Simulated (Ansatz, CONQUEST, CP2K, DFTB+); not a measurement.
# CONQUEST on liquid tetramethoxysilane at 280 K (105 atoms): settings against a plane-wave reference

Aim: run liquid tetramethoxysilane at 280 K (105 atoms) in CONQUEST and see how near its forces come to a plane-wave reference, and at what cost.

Main program and level: CONQUEST 1.3; the method is named at each step.

### Step 1. The structure

The cell holds 105 atoms: 20 C, 20 O, 5 Si and 60 H. Cell: a = 10.706 Å, b = 10.706 Å, c = 10.706 Å, α = 90.0°, β = 90.0°, γ = 90.0°. 5 tetramethoxysilane placed at random, at 1.03 g/cm³; overlaps pushed apart, then 10 ps at 430 K with MMFF94 bonds, angles, torsions, charges and radii (Halgren, J. Comput. Chem. 17, 490 (1996)) in harmonic and 12-6 forms. Snapshot after 20 ps at 280 K and fixed volume. Then every atom was moved at random, 0.03 Å r.m.s. a Cartesian component (hydrogen 0.6 of that).

The yardstick, on the same geometry:

- method: Kohn-Sham DFT, PBE, PAW, plane waves (Ansatz 0.2.0); cutoff 420 eV, Γ point, fermi-dirac smearing of 0.05 eV; PAW set soft_2
- r.m.s. force component: 1.37 eV/Å
- longest force: 6.8 eV/Å
- pressure: 3.053 GPa
- gap (highest filled to lowest empty level): 4.969 eV
- SCF cycles: 10
- time: 9.7 s on 4 threads of Intel Xeon Platinum 8259CL at 2.50GHz (Skylake/Cascade Lake), shared host
- CPU time: 35 s

### Step 2. PBE, grid 120 Ha

Method: Kohn-Sham DFT, PBE, norm-conserving pseudopotentials, pseudo-atomic orbitals (double zeta with polarisation), diagonalisation.

The .ion files beside the input carry potential, basis and functional.

File Conquest_input:

```
IO.Title cell
IO.Coordinates coords.dat
IO.FractionalAtomicCoords T
IO.Iprint 1
General.NumberOfSpecies 4
AtomMove.TypeOfRun static
AtomMove.CalcStress T
Grid.GridCutoff 120
DM.SolutionMethod diagon
SC.MaxIters 100
SC.LinearMixingFactor 0.3
minE.SCTolerance 1e-06
Diag.kT 0.001837
Diag.MPMesh T
Diag.GammaCentred T
Diag.MPMeshX 1
Diag.MPMeshY 1
Diag.MPMeshZ 1
%block ChemicalSpeciesLabel
1 12.011 C
2 15.999 O
3 28.085 Si
4 1.008 H
%endblock
```

File coords.dat:

```
20.231011 0.000000 0.000000
0.000000 20.231011 0.000000
0.000000 0.000000 20.231011
105
0.63400 0.98937 0.30907 1 T T T
0.56535 0.87905 0.30774 2 T T T
0.61181 0.74385 0.23722 3 T T T
0.47673 0.68106 0.18272 2 T T T
0.42230 0.74490 0.08582 1 T T T
0.70314 0.77722 0.12350 2 T T T
0.82596 0.73870 0.13301 1 T T T
0.66042 0.65334 0.34186 2 T T T
0.57164 0.59063 0.41817 1 T T T
0.68926 0.99829 0.22050 4 T T T
0.57074 0.07160 0.32294 4 T T T
0.70525 0.99826 0.38282 4 T T T
0.47118 0.75325 0.00270 4 T T T
0.39481 0.83006 0.12250 4 T T T
0.33684 0.68221 0.05884 4 T T T
0.82415 0.62948 0.14089 4 T T T
0.86800 0.77257 0.22478 4 T T T
0.87609 0.76925 0.05738 4 T T T
0.60465 0.52589 0.48846 4 T T T
0.50871 0.52903 0.36081 4 T T T
0.52212 0.67359 0.46377 4 T T T
0.29863 0.56144 0.73436 1 T T T
0.43615 0.56979 0.74390 2 T T T
0.49784 0.46441 0.83311 3 T T T
0.47076 0.32830 0.76961 2 T T T
0.56774 0.29124 0.68412 1 T T T
0.65393 0.49560 0.84389 2 T T T
0.70335 0.60014 0.77843 1 T T T
0.43168 0.46278 0.97180 2 T T T
0.47544 0.35320 0.03514 1 T T T
0.25998 0.59165 0.82384 4 T T T
0.27172 0.62727 0.66469 4 T T T
0.26868 0.47615 0.71167 4 T T T
0.59213 0.35624 0.60624 4 T T T
0.64272 0.27541 0.74870 4 T T T
0.52550 0.20487 0.64509 4 T T T
0.70973 0.66773 0.84873 4 T T T
0.79170 0.57913 0.74775 4 T T T
0.65166 0.62866 0.70181 4 T T T
0.46911 0.37128 0.13862 4 T T T
0.41605 0.27529 0.01853 4 T T T
0.57185 0.32941 0.02955 4 T T T
0.93470 0.35095 0.89178 1 T T T
0.99654 0.27423 0.97319 2 T T T
0.89983 0.16608 0.01957 3 T T T
0.82988 0.09568 0.89504 2 T T T
0.71222 0.03689 0.92152 1 T T T
0.98667 0.04983 0.08527 2 T T T
0.05522 0.07303 0.19987 1 T T T
0.80734 0.21782 0.11990 2 T T T
0.84493 0.31823 0.19690 1 T T T
0.98599 0.44975 0.88922 4 T T T
0.94773 0.30820 0.79857 4 T T T
0.83459 0.37995 0.92515 4 T T T
0.70334 0.96805 0.83667 4 T T T
0.72786 0.98222 0.00918 4 T T T
[... 45 atom lines left out ...]
0.03300 0.89815 0.89195 4 T T T
0.98118 0.02105 0.63508 4 T T T
0.09354 0.06154 0.51761 4 T T T
0.02284 0.18641 0.59301 4 T T T
```

Launch:

```
OMP_NUM_THREADS=1 mpirun -np 4 Conquest > output.txt
```

Numbers of over 12 decimals in the logs are rounded to 6 here.

Conquest_out:

```text
      Simulation cell dimensions:    20.2310 a0 x    20.2310 a0 x    20.2310 a0
        This calculation includes non-local pseudopotentials,
         with a maximum core radius of      7.12043063
    Job title: cell
    Job to be run: static calculation
    Ground state search:
      Support functions represented with PAO basis
      1:1 PAO to SF mapping
      Non-spin-polarised electrons
      Solving for the K matrix using diagonalisation
      Using Fermi-Dirac smearing
    Integration grid size:    100 x  100 x  100
    Integration grid spacing:  0.202 a0 x 0.202 a0 x 0.202 a0
    Number of species:  4
    --------------------------------------------------------
    |   #  mass (au)  Charge (e)  SF Rad (a0)  NSF  Label  |
    --------------------------------------------------------
    |   1     12.011       4.000        6.474   13  C      |
    |   2     15.999       6.000        5.260   13  O      |
    |   3     28.085       4.000        7.485   13  Si     |
    |   4      1.008       1.000        7.081    5  H      |
    --------------------------------------------------------
          SCF tolerance:                 0.00000100
          SCF iterations:               100
    The calculation will be performed on     4 processes
    The calculation will be performed on     1 thread
    Using the default matrix multiplication kernel
    The functional used will be GGA PBE96
    set_atom_dens: In set_atomic_density, electrons :     280.000000000000
    PulayMixSC: Starting Pulay mixing, A_up =  0.300 A_dn =  0.300
    PulayMixSC: Spin non-polarised calculation.
          Harris-Foulkes Energy            :      -508.902730 Ha
    PulayMixSC: Pulay iteration     1 residual:              0.36658E-02
          Harris-Foulkes Energy            :      -507.652388 Ha
    PulayMixSC: Pulay iteration     2 residual:              0.19265E-02
          Harris-Foulkes Energy            :      -507.371163 Ha
    PulayMixSC: Pulay iteration     3 residual:              0.89596E-03
          Harris-Foulkes Energy            :      -507.327634 Ha
    PulayMixSC: Pulay iteration     4 residual:              0.15313E-03
          Harris-Foulkes Energy            :      -507.326642 Ha
    PulayMixSC: Pulay iteration     5 residual:              0.61741E-04
          Harris-Foulkes Energy            :      -507.326451 Ha
    PulayMixSC: Pulay iteration     6 residual:              0.20827E-04
          Harris-Foulkes Energy            :      -507.326438 Ha
    PulayMixSC: Pulay iteration     7 residual:              0.67354E-05
          Harris-Foulkes Energy            :      -507.326437 Ha
    PulayMixSC: Pulay iteration     8 residual:              0.33946E-05
          Harris-Foulkes Energy            :      -507.326436 Ha
    PulayMixSC: Pulay iteration     9 residual:              0.39209E-06
    PulayMixSC: Reached SCF tolerance of  0.39209E-06 after      9 iterations
      | Number of electrons      =       280.000130
      |* Harris-Foulkes energy   =      -507.326436 Ha
      |* DFT total energy        =      -507.326436 Ha
    force: Forces on atoms (Ha/a0)
    force:  Atom   X              Y              Z
    force:     1   0.0129229725   0.0218731161  -0.0158009839
    force:     2  -0.0066263260  -0.0298504646  -0.0033407209
    force:     3  -0.0775195804   0.0390369438  -0.0046292470
    force:     4   0.0563429903  -0.0173287317   0.0332077932
    force:     5  -0.0710795203  -0.0605106946  -0.0011493943
    force:     6  -0.0157530965   0.0187397444  -0.0200179196
    force:     7  -0.0014059738  -0.0630549904   0.0754113903
    force:     8   0.0440437241  -0.0466940002   0.0211670886
    force:     9  -0.0382585359   0.0252452957  -0.0048728922
    force:    10  -0.0056589991   0.0077483114   0.0009818098
    force:    11   0.0002329324  -0.0036756498  -0.0059415251
    force:    12   0.0044437248  -0.0079282124   0.0133685162
    force:    13   0.0393986014   0.0062268987  -0.0469013767
    force:    14  -0.0248704725   0.0581547121   0.0094840591
    force:    15   0.0154704613   0.0254102072   0.0034905189
    force:    16   0.0117004781   0.0269550990  -0.0069886052
    force:    17   0.0019335591  -0.0023019565  -0.0153802712
    force:    18   0.0383385835   0.0207217160  -0.0524993402
    force:    19   0.0252500340  -0.0033261763   0.0142128885
    force:    20  -0.0017946016   0.0127435511   0.0011114271
    force:    21  -0.0050937329  -0.0275199076   0.0010822220
    force:    22   0.0502578920   0.0795563606   0.0348839294
    force:    23  -0.0177562426   0.0147049874  -0.0092948568
    force:    24   0.0240795367   0.0159288783   0.0072434704
[...]
force:    98  -0.0134804035  -0.0061690255   0.0046658451
    force:    99  -0.0012732888  -0.0280645391   0.0153566093
    force:   100   0.0234114168   0.0043730096  -0.0092946602
    force:   101   0.0135078095  -0.0016392095   0.0100315813
    force:   102   0.0131867767   0.0159543600   0.0075345812
    force:   103  -0.0223565130   0.0034226786  -0.0082512394
    force:   104   0.0018964579   0.0011832077   0.0161911025
    force:   105  -0.0220372379   0.0282931066  -0.0023491147
    force: Maximum force :        0.12848438(Ha/a0) on atom        70 in z direction
    force: Force Residual:        0.05078248 Ha/a0
    force: Total stress:         -4.34714742    -4.39684819    -6.06972558 GPa
    force: Average pressure:      4.93790706 GPa
    get_E_and_F: Change in energy during last step of electronic optimisation:  0.59122E-06
```

Run time: 93 s. Hardware: 4 MPI ranks of Intel Xeon Platinum 8259CL at 2.50GHz (Skylake/Cascade Lake), shared host; peak memory 5.8 GiB; 6.2 min of CPU time.

Banners, paths, timers and routine set-up lines are dropped from the logs unmarked, and long logs keep their key lines alone; longer cuts are marked.

Compared with the plane-wave run:

```yaml
r_m_s_force_component: 1.508 eV/Å
r_m_s_difference_of_force_components: 271.4 meV/Å
longest_difference_of_force_vectors: 999.4 meV/Å
force_difference_over_r_m_s_force: 19.81 %
slope_of_forces_against_the_reference_s: 1.085
correlation_of_force_components: 0.9867
spacing_of_highest_filled_and_lowest_empty_level: 5.317 eV
gap_difference: 0.3479 eV
pressure: 4.938 GPa
pressure_difference: 1.885 GPa
```

Length of the force difference by element (eV/Å):

| element | atoms | mean | most |
| --- | --- | --- | --- |
| C | 20 | 0.37 | 0.71 |
| H | 60 | 0.50 | 1.00 |
| O | 20 | 0.40 | 0.54 |
| Si | 5 | 0.12 | 0.22 |

Levels nearest the highest filled one (eV from it): -0.66, -0.55, -0.52, -0.44, -0.39, -0.36, -0.32, -0.31, -0.27, -0.19, -0.18, 0.00, 5.32, 5.87, 5.91, 6.01, 6.06, 6.14, 6.21, 6.30, 6.45, 6.55, 6.79, 6.83.

The surroundings of H18, picked at random, nearest first, numbered as they follow in the input and with coordinates relative to it.

| atom | x | y | z | distance (Å) | bonds | Fx | Fy | Fz (eV/Å) |
| --- | --- | --- | --- | --- | --- | --- | --- | --- |
| H18 | 0.00 | 0.00 | 0.00 | 0.00 | 1 | 1.97 | 1.07 | -2.70 |
| C7 | -0.54 | -0.33 | 0.81 | 1.02 | 4 | -0.07 | -3.24 | 3.88 |
| H17 | -0.09 | 0.04 | 1.79 | 1.79 | 1 | 0.10 | -0.12 | -0.79 |
| H16 | -0.56 | -1.50 | 0.89 | 1.83 | 1 | 0.60 | 1.39 | -0.36 |
| O6 | -1.85 | 0.09 | 0.71 | 1.98 | 2 | -0.81 | 0.96 | -1.03 |
| H100 | 1.04 | 0.01 | -2.47 | 2.68 | 1 | 1.20 | 0.22 | -0.48 |
| H102 | 1.68 | 1.38 | -1.77 | 2.80 | 1 | 0.68 | 0.82 | 0.39 |
| H56 | -1.59 | 2.28 | -0.52 | 2.83 | 1 | -0.90 | -0.03 | -0.16 |
| H37 | -1.78 | -1.09 | -2.23 | 3.06 | 1 | 0.26 | 2.41 | 1.29 |
| H101 | 2.61 | -0.20 | -1.72 | 3.13 | 1 | 0.69 | -0.08 | 0.52 |
| C91 | 2.08 | 0.53 | -2.34 | 3.18 | 4 | -3.49 | -1.43 | 0.96 |
| O48 | 1.18 | 3.00 | 0.30 | 3.24 | 2 | -0.29 | 0.81 | -0.40 |

Forces lie 20 % from the reference's, at 10 times its CPU time.

### Step 3. Summary of results

| Property | Result |
| --- | --- |
| force difference from the reference | CONQUEST PBE, grid 120 Ha, 20 % |
| its CPU time | 6.2 min |

The PBE run in local orbitals differs by 20 % (CONQUEST PBE, grid 120 Ha); basis, grid and potentials can all enter. At the same functional, the gap of CONQUEST PBE, grid 120 Ha lies 0.35 eV above the reference's 4.97 eV. In pressure, CONQUEST PBE, grid 120 Ha misses by +1.9 GPa, at the same functional. With short bonds to hydrogen, sets of potentials differ among themselves by several per cent in forces even at converged cutoffs, so the reference isn't exact here either. The network of contacts between molecules at the start is that of the classical potential that made the cell, and needn't be the one that DFT or experiment would give. The reference's PBE has no dispersion term, which matters for the binding between molecules or layers. The electronic-structure runs sample only Γ, in a cell whose shortest periodic width is 11 Å.

[Also dropped from logs without a mark: logging warnings of Python, and SIESTA's first energy breakdown and zero terms.]

[Logs are printed without paths, hosts, clocks, repeated set-up lines and the standing remarks that a program may print on its own settings, such as how far it seeks lower states.]

[Hosts, paths, dates, database ids (printed as entryN), source tags and the programs' standing remarks are cut or masked in the printed files.]

[The MMFF94 radii named for the starting cell were scaled by 0.96; in molecules described by MMFF94, hydrogen bound to N, O or S took a small fixed 12-6 site in their place.]
